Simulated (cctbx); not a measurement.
**Occupancies in Li2MnCl5**

Cell a = 12.8300 Å, b = 6.5980 Å, c = 9.2680 Å, α = 90.00°, β = 109.03°, γ = 90.00°; space group P2_1/c (no. 14); nominal formula Li2MnCl5.

The data are simulated with cctbx, not measured: Mo Kα, λ = 0.71073 Å, to d = 0.75 Å, 95 % of the full sphere, strongest reflection 5000 counts, noise from counting, a 1.5 % proportional error and a noise floor of 2 counts (s.d.); no absorption.

With every site full:

```text
Rint 0.052, 1845 unique reflections to 0.75 A
cycle     R1     wR2    GooF  max shift (A)
   1  0.0430  0.0888   1.460   0.01289
   2  0.0278  0.0581   0.955   0.00005
final R1 0.0278 wR2 0.0581 GooF 0.955  parameters 72  data/parameter 25.6
atom        x        y        z      Ueq    occ   su(xyz)  su(Uiso or U11)
Mn1    0.14806  0.25643  0.78761   0.0242  1.000  0.00007  0.0002
Cl1    0.03287  0.57860  0.83639   0.0235  1.000  0.00011  0.0003
Cl2    0.14260  0.41107  0.53112   0.0218  1.000  0.00010  0.0003
Cl3    0.24071  0.92501  0.76456   0.0231  1.000  0.00011  0.0003
Cl4    0.30241  0.42178  0.91628   0.0211  1.000  0.00010  0.0003
Cl5    0.45110  0.64395  0.62638   0.0221  1.000  0.00010  0.0003
Li1    0.25717  0.73863  0.53412   0.0332  1.000  0.00090  0.0029
Li2    0.51958  0.30328  0.62450   0.0352  1.000  0.00093  0.0029
difference map: max 0.46 min -0.47 rms 0.12
Q1    0.2511  0.2123  0.1706    4    0.51  1.76 A from Cl2
Q2    0.2707  0.6753  0.9114    4    0.50  1.33 A from Li1
Q3    0.4726  0.5371  0.8690    4    0.48  1.76 A from Li2
Q4    0.2860  0.5381  0.2318    4    0.47  0.78 A from Cl3
Q5    0.0968  0.0391  0.8957    4    0.46  1.24 A from Cl2
Q6    0.1975  0.6266  0.3472    4    0.45  1.13 A from Cl3
```

With the occupancies of the suspect sites free, each still typed as its main element:

```text
Rint 0.052, 1845 unique reflections to 0.75 A
cycle     R1     wR2    GooF  max shift (A)
   1  0.0972  0.2154   3.539   0.00057
   3  0.0271  0.0568   0.934   0.00010
final R1 0.0270 wR2 0.0568 GooF 0.933  parameters 73  data/parameter 25.3
atom        x        y        z      Ueq    occ   su(xyz)  su(Uiso or U11)
Mn1    0.14806  0.25644  0.78761   0.0244  1.000  0.00007  0.0002
Cl1    0.03287  0.57860  0.83639   0.0237  1.000  0.00010  0.0003
Cl2    0.14261  0.41107  0.53111   0.0204  0.970  0.00010  0.0003
Cl3    0.24071  0.92501  0.76456   0.0233  1.000  0.00010  0.0003
Cl4    0.30241  0.42178  0.91628   0.0213  1.000  0.00010  0.0003
Cl5    0.45111  0.64394  0.62638   0.0223  1.000  0.00010  0.0003
Li1    0.25716  0.73864  0.53416   0.0335  1.000  0.00089  0.0028
Li2    0.51963  0.30337  0.62458   0.0355  1.000  0.00091  0.0028
su of occupancy Cl2: 0.003
difference map: max 0.46 min -0.46 rms 0.12
Q1    0.4716  0.5414  0.8669    4    0.50  1.73 A from Li2
Q2    0.2721  0.6746  0.9126    4    0.49  1.33 A from Li1
Q3    0.2501  0.2086  0.1699    4    0.47  1.74 A from Cl2
Q4    0.2873  0.5369  0.2326    4    0.47  0.79 A from Cl3
Q5    0.3478  0.6533  0.0975    4    0.46  1.33 A from Li1
Q6    0.0946  0.0405  0.8921    4    0.46  1.27 A from Cl2
```

**Question.** What is the disorder?

X-rays count electrons. Cl2 refines to 0.970(0.003), or 16.5 electrons; the site truly holds 0.97 Cl, 16.5 electrons, which is 0.970 of Cl. A value under 1 can't tell vacancies from a lighter guest, and one over 1 needs a heavier guest; chemistry or a second radiation must settle which. Occupancy correlates with U and the scale, so the match is approximate.

Freeing them takes R1 from 0.0278 to 0.0270 and GooF from 0.95 to 0.93.

This is a model crystal, built by substitution and not relaxed, with assumed displacement parameters.

[Middle refinement cycles are left out of these outputs.]

[Logs are printed without paths, hosts, clocks, repeated set-up lines and the standing remarks that a program may print on its own settings, such as how far it seeks lower states.]
